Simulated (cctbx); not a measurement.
## Resonant diffraction in Zr4P3

Space group I-43d (no. 220), a = 8.3060 Å, b = 8.3060 Å, c = 8.3060 Å, α = 90.00°, β = 90.00°, γ = 90.00°.

| atom | mult. | x | y | z | Ueq (Å²) |
| --- | --- | --- | --- | --- | --- |
| Zr1 | 16 | 0.0732 | 0.5732 | 0.9268 | 0.0101 |
| P1 | 12 | 3/4 | 3/8 | 1/2 | 0.0112 |

The model was made for the exercise: a known structure type with other elements put in, its volume estimated, not relaxed; displacement parameters are assumed.

Calculated with cctbx: free-atom f′ and f″ from the Sasaki tables, no fine structure; amplitudes in electrons.

How do |F(hkl)| and |F(−h−k−l)| change across the Zr K edge?

```text
E (eV)    f'(Zr)   f''           |F|0 0 4        |F|4 4 4        |F|0 4 2        |F|4 2 2
  17398   -2.97   0.56       71.5/  71.5    265.1/ 262.9     68.4/  68.4    221.3/ 222.1
  17748   -3.77   0.54       68.3/  68.3    255.7/ 253.4     68.4/  68.4    214.0/ 214.9
  17878   -4.47   0.54       65.5/  65.5    247.4/ 245.0     68.3/  68.3    207.6/ 208.5
  17938   -5.15   0.53       62.7/  62.7    239.4/ 236.9     68.3/  68.3    201.4/ 202.3
  17968   -5.83   0.53       59.9/  59.9    231.5/ 228.8     68.3/  68.3    195.2/ 196.1
  17983   -6.51   0.53       57.2/  57.2    223.6/ 220.7     68.3/  68.3    189.0/ 190.0
  17990   -7.11   0.53       54.8/  54.8    216.7/ 213.7     68.3/  68.3    183.6/ 184.6
  17994   -7.75   0.53       52.2/  52.2    209.3/ 206.1     68.3/  68.3    177.7/ 178.8
  18002   -8.20   3.73       52.4/  52.4    223.6/ 190.6     68.3/  68.3    171.5/ 183.3
  18006   -7.30   3.73       56.0/  56.0    233.0/ 201.7     68.3/  68.3    179.8/ 191.0
  18013   -6.60   3.73       58.7/  58.7    240.5/ 210.4     68.3/  68.3    186.3/ 197.1
  18028   -5.85   3.72       61.6/  61.6    248.4/ 219.5     68.3/  68.3    193.1/ 203.5
  18058   -5.12   3.71       64.5/  64.5    256.3/ 228.6     68.3/  68.3    199.9/ 209.9
  18148   -4.15   3.67       68.3/  68.3    266.8/ 240.7     68.3/  68.3    208.8/ 218.4
  18398   -3.15   3.58       72.2/  72.2    277.4/ 253.1     68.3/  68.3    218.0/ 226.9
```

The edge is at 17998 eV. f′ of Zr falls from -4.5 e at 17878 eV to -7.8 e at 4 eV below it, and f″ steps from 0.53 to 3.73 e across it. Over that approach |F| changes by -20 % (0 0 4), -15 % (4 4 4), +0 % (0 4 2) and -14 % (4 2 2): a reflection falls where Zr scatters in phase with the total and rises where it scatters against it; it hardly moves where the Zr term is small or cancels by symmetry or lies in quadrature to the total. The f″ term interferes with the normal scattering with opposite sign for the two Friedel mates. The largest Friedel difference in the scan is 15.9 % of the mean (4 4 4, at 18002 eV).

[Logs are printed without paths, hosts, clocks, repeated set-up lines and the standing remarks that a program may print on its own settings, such as how far it seeks lower states.]
